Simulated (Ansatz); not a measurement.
# MoPb2 (built on the sites of a database entry of Ge2Mo): phonons and vibrational spectra, part 2 of 2

Wanted: phonon frequencies of MoPb2 (built on the sites of a database entry of Ge2Mo) and what follows from them.

Ansatz 0.2.0; DFT PBEsol, scalar-relativistic, plane waves, PAW.

So far. Step 4 (Tight relaxation): The largest force component left is 0.63 meV/Å and the pressure is 0.000 GPa, within the tolerances set. The cell now holds 21.51 Å³/atom. Step 5 (Zone-centre response): Before it was imposed, the acoustic sum rule was missed by 6.6e-5 eV/Å². Small misses are needed for a sound result but don't prove that mesh and cutoff are converged. The lowest optical mode is real, 98.7 cm⁻¹. The relaxed cell has a = 3.639, c = 9.747 Å (conventional setting).

The structure was built from a prototype and need not be the compound's stable phase.

## (6) The dispersion

Stability and thermal properties need the whole zone. Linear response on a 2×2×2 q mesh gives force constants as far as a supercell of that size would.

File input.yaml:

```yaml
crystal:
  lattice:
    - [-1.8193535134, 1.8193535134, 4.8736973604]
    - [1.8193535134, -1.8193535134, 4.8736973604]
    - [1.8193535134, 1.8193535134, -4.8736973604]
  atoms:
    - { symbol: Pb, position: [0.6541899867, 0.6541899867, 0.0] }
    - { symbol: Pb, position: [0.3458100133, 0.3458100133, 0.0] }
    - { symbol: Mo, position: [0.0, 0.0, 0.0] }
kpoints:
  mp_grid: { grid: [16, 16, 16] }
hamiltonian:
  xc: pbesol
scf:
  occupations: { method: methfessel_paxton, width: 0.2 }
output:
  eigenvalues: true
phonons:
  method: dfpt
  qmesh: [2, 2, 2]
  temperatures: { t_max: 1000, t_step: 50 }
  qpath:
    path:
      - [[0.0, 0.0, 0.0], [0.0, 0.0, 0.5], [0.25, 0.25, 0.25], [0.0, 0.5, 0.0], [0.0, 0.0, 0.0], [0.5, 0.5, -0.5], [0.28483831, 0.71516169, -0.28483831]]
      - [[-0.28483831, 0.28483831, 0.28483831], [0.0, 0.0, 0.0]]
      - [[0.0, 0.0, 0.5], [-0.06967662, 0.06967662, 0.5]]
      - [[0.5, 0.5, -0.06967662], [0.5, 0.5, -0.5]]
    npoints: 10
```

Run with:

```console
> ansatz run input.yaml --threads 8 --pin off --max-ram 14336MiB --backend cpu --events-out ev --progress --plain --runs-dir out
```

Numbers of over 12 decimals in the logs are rounded to 6 here.

The log of the run:

```text
Warning: phonons: the dynamical matrix that this run interpolates holds no multipole term above the dipole-dipole one, and a site of this crystal is no centre of inversion, so its interpolated transverse optical and acoustic branches and sound speeds can stay off near Gamma, and the density of states and the thermodynamics with them. What a run solves at a wave vector of phonons.qpoints, Gamma apart, where the deck admits one, is free of this, and under fd what a larger phonons.supercell samples
[...]
Crystal: 3 atoms, lattice volume = 64.529 Å³
Basis set: ecut = 420 eV, 1269 PW (Γ), exchange–correlation on 80×80×80 points (8 copies of the dense FFT grid, shifted against one another)
Bands: 26, of which v1, the nominal top of the filled ones, is band 21 counted from 1 (20 counted from 0)
Symmetry: 16 space group operations
k-points: 349 of 4096
[...]
SCF iter   1: F=—  HF=-28405.549688 eV  |F-HF|=—  |Δ(HF+E_count)|=         —  Δρ=9.33e-3  dr2=9.57e-2  ethr=1.77e-3  ⟨swp⟩=6.2  Hψ=39669  notcnv=0
[...]
SCF iter  10: F=-28405.533897 eV  HF=-28405.533897 eV  |F-HF|=7.28e-12  |Δ(HF+E_count)|=  1.09e-11  S|Δr|=    0.00e0  Δρ=4.01e-8  dr2=1.19e-12  ethr=1.00e-12  ⟨swp⟩=7.7  Hψ=48968  notcnv=0
SCF 1 converged in 10 iterations: F = -28405.533897 eV  dr2 = 1.19e-12
[...]
SCF iter   3: F=-28405.533897 eV  HF=-28405.533897 eV  |F-HF|=3.64e-12  |Δ(HF+E_count)|=  1.09e-11  S|Δr|=    0.00e0  Δρ=5.30e-8  dr2=1.00e-12  ethr=1.00e-12  ⟨swp⟩=1.0  Hψ=19544  notcnv=0
SCF 2 converged in 3 iterations: F = -28405.533897 eV  dr2 = 1.00e-12
phonons: the bands overlap, so this run is a metal and interpolates without the dipole-dipole term. If the crystal is really an insulator or semiconductor, its LO-TO splitting is missing
NSCF: frozen V_eff on 349 k-points
WARN: eigensolver did not converge in 9 slots of this pass, the one above among them; of largest residual over every band (k=338): 1 band(s) unlocked (lowest unlocked band 25, counted from 0; max residual 1.32e-4 eV among the unlocked bands, 1.32e-4 eV over every band); of lowest unlocked band (k=106): band 25
[...]
DFPT response loops at q = (0, 0, 0) (fractional): preconditioner auto → Kerker (q_TF=auto, 2.540 Å⁻¹) (partly filled bands, converged f_vac=0.000); β = 1.00, the filter's whole step (`scf.mixing.beta` (0.50) is not read by the response loops under this deck's `scf.mixing.preconditioner`; to damp them name `kerker` or `kerker_dos`, under which they read `scf.mixing.beta`, and type it under 1.00, their step now; both keys bind the ground state too); Broyden in place of MSR1
[...]
SCF converged after 10 iterations
[...]
Free energy (F): -28405.533897 eV
[...]
Internal energy: -28405.532497 eV  (E = F + TS)
E sigma→0 (E₀):  -28405.533547 eV
Entropy (-TS):   -0.001400 eV (-0.467 meV/atom)
Fermi energy:    15.592789 eV
[...]
--- Band table (eV; the first three rows and the last of 349) ---
  k-point 0: bands = [... 17 lower, 13.8130, 14.2433, 14.2433, 15.8893, 17.3017, 18.8740, 19.4366, 19.4366, ... 1 higher]
  k-point 1: bands = [... 17 lower, 13.8248, 14.1137, 14.4099, 15.7058, 17.2910, 18.0109, 18.8705, 19.3646, ... 1 higher]
  k-point 2: bands = [... 17 lower, 13.7499, 13.8642, 14.8367, 15.1442, 16.9114, 17.2670, 18.2369, 19.0779, ... 1 higher]
  k-point 348: bands = [... 17 lower, 14.9139, 15.1355, 15.1355, 15.8856, 16.1802, 16.1802, 17.0398, 18.7074, ... 1 higher]
--- Phonons (Γ-DFPT): 4 representative perturbations + reference (Σ response iterations 12) ---
  ASR residual: 6.683e-5 → 0.000e0 eV/Å²; symmetrization residual: 1.936e-5 eV/Å²
  ASR residual per site (eV/Å²): 6.68e-5 6.68e-5 6.67e-5
  Γ frequencies (cm⁻¹): 0.00 0.00 0.00 98.65 98.65 100.26 141.12 141.12 150.47
--- Phonons (arbitrary-q DFPT): 4 irreducible q on the 2×2×2 mesh ---
  q = [0.0000, 0.0000, 0.0000] (star 1, of the zone-centre solve; hermiticity 4.14e-6, symmetrization 1.09e-13): -0.00 -0.00 0.00 98.65 98.65 100.26 141.12 141.12 150.47
  q = [0.0000, 0.0000, -0.5000] (star 2, 4 solved perturbations in 3438 linear systems a pass and spin channel, the states on 1098 of 4096 k-point pairs; hermiticity 2.69e-6, symmetrization 2.35e-13): 67.30 70.84 82.00 82.01 114.80 125.03 130.54 152.00 166.11
  q = [0.0000, -0.5000, 0.0000] (star 4, 6 solved perturbations on 1098 of 4096 k-point pairs; hermiticity 3.33e-6, symmetrization 1.03e-13): 60.97 74.76 75.71 87.10 113.97 118.79 130.21 134.08 162.78
[...]
sum rule: each row above includes the acoustic sum rule's correction from the zone centre's row sums; it moved no ω² by more than (0.43 cm⁻¹)²
  mesh force constants: q→R imaginary residual 7.97e-18; ASR residual 6.683e-5 → 0.000e0 eV/Å²; symmetrization residual 2.665e-15 eV/Å²
  interpolated dispersion: 94 rows × 9 modes
  density of states and harmonic sums: on the 18×18×24 q-mesh, interpolated from the force constants of a 2×2×2 supercell (no non-analytic term)
  largest difference from the sums on the solved wave vectors: F 9.91e-2 eV, S 1.31e-4 and C_V 3.23e-5 eV/K
  zero-point energy: 0.058695 eV/cell   skipped modes (ω ≤ 0): 3   left out of the sums: 4.29e-5 of the cell's modes: C_V's classical limit lies that fraction below 3 k_B per atom; for a crystal, a wire or a layer, F and S can be off by more, and a phonons.interpolated_qmesh denser along its periods is the remedy for the sampling
```

The job ended after 4.5 min (8 threads of Intel Xeon 6975P-C (Granite Rapids), shared host; peak memory 4.6 GiB; 33 min of CPU time).

This step gave:

| Property | Result |
| --- | --- |
| sum-rule residual before enforcement | 6.68e-5 eV/Å² |
| lowest frequency on the path | 0 cm⁻¹ |
| highest frequency on the path or at a solved wavevector | 166.1 cm⁻¹ |
| mean frequency | 105.2 cm⁻¹ |
| Debye temperature (second moment) | 206 K |
| logarithmic mean frequency | 98.4 cm⁻¹ |
| lowest mode on the q mesh (acoustic modes at Γ apart) | 58.47 cm⁻¹ |
| zero-point energy per atom | 19.57 meV |
| heat capacity at 300 K | 24.36 J/(mol atoms K) |
| vibrational entropy at 300 K | 43.98 J/(mol atoms K) |

Frequencies (cm⁻¹) solved at each irreducible wavevector; negative means imaginary. Frequencies by wavevector, by row:

```tsv
q in reciprocal lattice units	star	mode 1	mode 2	mode 3	mode 4	mode 5	mode 6	mode 7	mode 8	mode 9
0 0 0	1	0	0	0	98.7	98.7	100.3	141.1	141.1	150.5
0 0 -0.5	2	67.3	70.8	82	82	114.8	125	130.5	152	166.1
0 -0.5 0	4	61	74.8	75.7	87.1	114	118.8	130.2	134.1	162.8
-0.5 -0.5 -0.5	1	58.5	58.5	75.3	81.4	81.4	127	145.9	153.5	153.5
```

Interpolated from a 2×2×2 q mesh, rough between the solved points. Phonon branches along the path, in cm⁻¹:

```tsv
point	branch 1	branch 2	branch 3	branch 4	branch 5	branch 6	branch 7	branch 8	branch 9
Γ	0	0	0	99	99	100	141	141	150
halfway	43	54	80	96	111	116	123	143	156
X	67	71	82	82	115	125	130	152	166
halfway	70	72	80	81	116	123	131	154	164
P	74	75	75	79	120	120	131	160	160
halfway	60	71	87	94	113	115	131	145	160
N	61	75	76	87	114	119	130	134	163
halfway	41	54	75	90	93	123	127	132	161
Γ	0	0	0	99	99	100	141	141	150
halfway	38	38	51	91	91	117	147	148	148
M	58	58	75	81	81	127	146	154	154
halfway	43	62	83	86	100	132	141	144	155
S	44	71	88	92	113	123	133	133	161
jump to S0	44	71	88	92	113	123	133	133	161
halfway	43	59	83	89	90	120	126	128	163
Γ	0	0	0	99	99	100	141	141	150
jump to X	67	71	82	82	115	125	130	152	166
halfway	68	70	82	84	114	125	130	152	166
R	70	72	81	88	114	124	127	153	165
jump to G′	70	72	81	88	114	124	127	153	165
halfway	50	66	84	97	107	123	133	149	156
M	58	58	75	81	81	127	146	154	154
```

The phonon branches as a text plot (rows in cm⁻¹; labels by their first letter):

```
    163 |       *****************             ******   ****
    156 |*******   ** **         **     ******      **  *********
    149 |      ****     *          *********          **   ******
    142 |******          *        ****    ***        **       **
    135 |*     ***     ** ***** ***         ******  **      **
    128 | **  *   *****  ********       ****  *   ***  **  * ****
    121 |   ** ***  ***    *** **      *       *****    *****
    114 | *****  ****  ********  *    *       ** ** ** *****
    107 |*  ** **                 ** *      **  *     *   * *
    100 |***  **               *  ***           **   **    ***
     93 |*   *  *      ****     **** **    *  **  * ***  *   **
     87 | * *    *     *** ***** *     *   ****** ***   * *** **
     80 |  ************   **  **        ****    **     ***   ****
     73 |         ************* *       *      *       ** *
     66 |  *   *****   *       *       *    ***   *    * *****
     59 |     * *       ******          ****       *          ***
     52 |    * *              * **    **  *         *      **  **
     45 | * ***                *           *********         **
     38 |  **                   * *   *             **
     31 |  *                     *   *              *
     24 |**                      **  *               *
     17 |                         **                  *
     10 |*                         **                 *
      3 |
         Γ        X  P      N      Γ     M    S|S     ΓR|G      M
```

Tetrahedra on a 18×18×24 mesh, mean over bins of 2 cm-1. Interpolated from a 2×2×2 q mesh, rough between the solved points. Table of phonon density of states by wavenumber; read off at these points:

```tsv
wavenumber (cm⁻¹)	phonon density of states (1/cm⁻¹/cell)
1.0	0
5.0	9.0e-5
9.0	3.6e-4
15.0	0.00129
19.0	0.00222
23.0	0.00347
27.0	0.00508
33.0	0.00879
37.0	0.0129
41.0	0.0217
45.0	0.0496
47.0	0.0619
51.0	0.0512
55.0	0.0520
59.0	0.0565
63.0	0.0445
69.0	0.0539
73.0	0.0612
77.0	0.0891
81.0	0.0983
87.0	0.110
91.0	0.0628
95.0	0.0714
99.0	0.0647
105.0	0.0507
109.0	0.0593
113.0	0.0805
117.0	0.0796
119.0	0.151
123.0	0.0920
127.0	0.110
129.0	0.117
131.0	0.115
135.0	0.0670
141.0	0.0551
145.0	0.0475
149.0	0.0507
153.0	0.0621
159.0	0.109
161.0	0.127
163.0	0.0726
167.0	1.0e-5
```

The partial phonon density of states has structure finer than the step of the table below, so its rows give means over 10 cm⁻¹, whole bins alone (the curve runs from -10 to 181 cm⁻¹). Peaks (cm⁻¹: height): Mo 119.7: 0.0557, 159.3: 0.0704; Pb 84.9: 0.0861, 119.7: 0.0624, 129.3: 0.0648, 159.3: 0.0352.

Phonopy on the run's constants, 17x17x21 mesh, Gaussian sigma 2.0 cm-1. Interpolated from a 2×2×2 q mesh, rough between the solved points. Table of partial phonon density of states by wavenumber; means over each step; values in 1/cm⁻¹/cell:

```tsv
wavenumber (cm⁻¹)	Mo	Pb
0	1.1e-5	4.3e-5
10	1.2e-4	5.5e-4
20	4.7e-4	0.00228
30	0.00108	0.00607
40	0.00290	0.0223
50	0.00474	0.0476
60	0.00410	0.0460
70	0.00652	0.0532
80	0.0144	0.0783
90	0.0147	0.0659
100	0.0134	0.0472
110	0.0192	0.0475
120	0.0468	0.0575
130	0.0433	0.0564
140	0.0328	0.0208
150	0.0373	0.0184
160	0.0552	0.0287
170	0.00299	0.00171
```

Harmonic thermodynamic functions per atom, from the density of states. Interpolated from a 2×2×2 q mesh, rough between the solved points. Thermodynamic functions, by row:

```tsv
T (K)	F_vib (meV/atom)	S (J/mol-atom/K)	C_V (J/mol-atom/K)
0	19.57	0	0
50	18.43	6.999	12.62
100	11.64	18.72	20.43
200	-16.52	34.22	23.67
300	-57.36	43.98	24.36
400	-106.8	51.02	24.61
500	-162.6	56.53	24.73
600	-223.6	61.05	24.8
700	-288.9	64.87	24.84
800	-357.9	68.19	24.86
900	-430.1	71.12	24.88
1000	-505.2	73.74	24.89
```

Harmonic mean-square displacement, third of the trace. Interpolated from a 2×2×2 q mesh, rough between the solved points. Mean square displacements, by row:

```tsv
T (K)	Pb1 U_eq (Å²)	Pb2 U_eq (Å²)	Mo3 U_eq (Å²)
0	0.001	0.001	0.00153
100	0.00228	0.00228	0.00265
300	0.00635	0.00635	0.0069
600	0.01261	0.01261	0.01358
```

Symmetry leaves 4 wavevectors to solve. The lowest mode among them, the acoustic zeros apart, lies at q = (-0.5, -0.5, -0.5) and is real, 58.5 cm⁻¹.

## (7) Isotope substitution, element Mo, natural mass 95.95 amu

An isotope changes the mass and not the force constants, so no new electronic calculation is needed; the shifts show which modes move this element.

The same force constants with the mass of Mo changed from 95.950 to 99.907 u (phonopy, no LO-TO term). Both lists are sorted by frequency; levels can cross, so a row need not hold one and the same mode. Modes under 3 cm⁻¹ are left out. Isotope shifts, by row:

```tsv
q	rank	natural mass (cm⁻¹)	changed mass (cm⁻¹)
0 0 0	4	98.65	98.63
0 0 0	5	98.65	98.65
0 0 0	6	100.3	98.65
0 0 0	7	141.1	138.8
0 0 0	8	141.1	138.8
0 0 0	9	150.5	150.5
0 0 -0.5	1	67.3	67.09
0 0 -0.5	2	70.84	70.48
0 0 -0.5	3	82	80.76
0 0 -0.5	4	82.01	82.01
0 0 -0.5	5	114.8	114.4
0 0 -0.5	6	125	125
0 0 -0.5	7	130.5	130.5
0 0 -0.5	8	152	149.4
0 0 -0.5	9	166.1	163.4
0 -0.5 0	1	60.97	60.97
0 -0.5 0	2	74.76	74.47
0 -0.5 0	3	75.71	75.71
0 -0.5 0	4	87.1	87.1
0 -0.5 0	5	114	112.7
0 -0.5 0	6	118.8	116.4
0 -0.5 0	7	130.2	130.2
0 -0.5 0	8	134.1	132.3
0 -0.5 0	9	162.8	160.8
-0.5 -0.5 -0.5	1	58.47	58.47
-0.5 -0.5 -0.5	2	58.47	58.47
-0.5 -0.5 -0.5	3	75.31	74.79
-0.5 -0.5 -0.5	4	81.37	81.06
-0.5 -0.5 -0.5	5	81.37	81.06
-0.5 -0.5 -0.5	6	127	127
-0.5 -0.5 -0.5	7	145.9	144
-0.5 -0.5 -0.5	8	153.5	151
-0.5 -0.5 -0.5	9	153.5	151
```

A mode of this element alone would shift by -2.00 %. The highest zone-centre frequency without the field goes from 150.5 to 150.5 cm⁻¹ (+0.0 %). The product of the frequency ratios over all optical modes at Γ is 0.952; the product rule, (m/m′)^(3k/2) (M′/M)^(3/2) with k = 1 such atoms and M the mass of the cell, gives 0.952.

## (8) Isotope substitution, element Pb, natural mass 207.2 amu

The same for Pb, from 207.20 to 203.97 u.

A mode of this element alone would shift by +0.79 %. The highest zone-centre frequency without the field goes from 150.5 to 151.7 cm⁻¹ (+0.8 %). The product of the frequency ratios over all optical modes at Γ is 1.028; the product rule, (m/m′)^(3k/2) (M′/M)^(3/2) with k = 2 such atoms and M the mass of the cell, gives 1.028.

## (9) What came out

- space group after relaxation (within 0.01 Å): I4/mmm
- volume per atom: 21.5 Å³
- electronic character: no gap on this mesh
- highest optical mode at the zone centre (no LO-TO term): 150 cm⁻¹
- lowest optical zone-centre mode: 98.7 cm⁻¹
- lowest mode on the q mesh (acoustic modes at Γ apart): 58.5 cm⁻¹
- highest frequency on the path or at a solved wavevector: 166 cm⁻¹
- zero-point energy per atom: 19.6 meV
- heat capacity at 300 K: 24.4 J/(mol atoms K)
- vibrational entropy at 300 K: 44.0 J/(mol atoms K)
- Debye temperature (second moment): 206 K
- imaginary modes on the 2×2×2 q mesh: none

The structure is a minimum as far as tested: no mode is imaginary at the 4 irreducible wavevectors of the 2×2×2 mesh, and the softest away from the acoustic zeros lies at 58 cm⁻¹. The optical modes at Γ span 99 to 150 cm⁻¹. The highest mode in this list at Γ, 150.5 cm⁻¹, is mostly motion of Pb (100 % of the kinetic energy). The q mesh stands for a supercell only 7.3 Å across, so branches between the solved wavevectors are rough. With no gap, or one that is small against the smearing, the frequencies hang on the k mesh and the smearing, most of all near Kohn anomalies. Spin-orbit coupling is left out, which can matter for the heavy elements here. A phonon run warned that its eigensolver left some bands unconverged in a pass. The starting cell was built on a prototype and not taken from a measurement, so the phase need not exist. These are harmonic frequencies at zero temperature: anharmonic shifts, linewidths and thermal expansion are left out.

[Logs are printed without paths, hosts, clocks, repeated set-up lines and the standing remarks that a program may print on its own settings, such as how far it seeks lower states.]

[Hosts, paths, dates, database ids (printed as entryN), source tags and the programs' standing remarks are cut or masked in the printed files.]
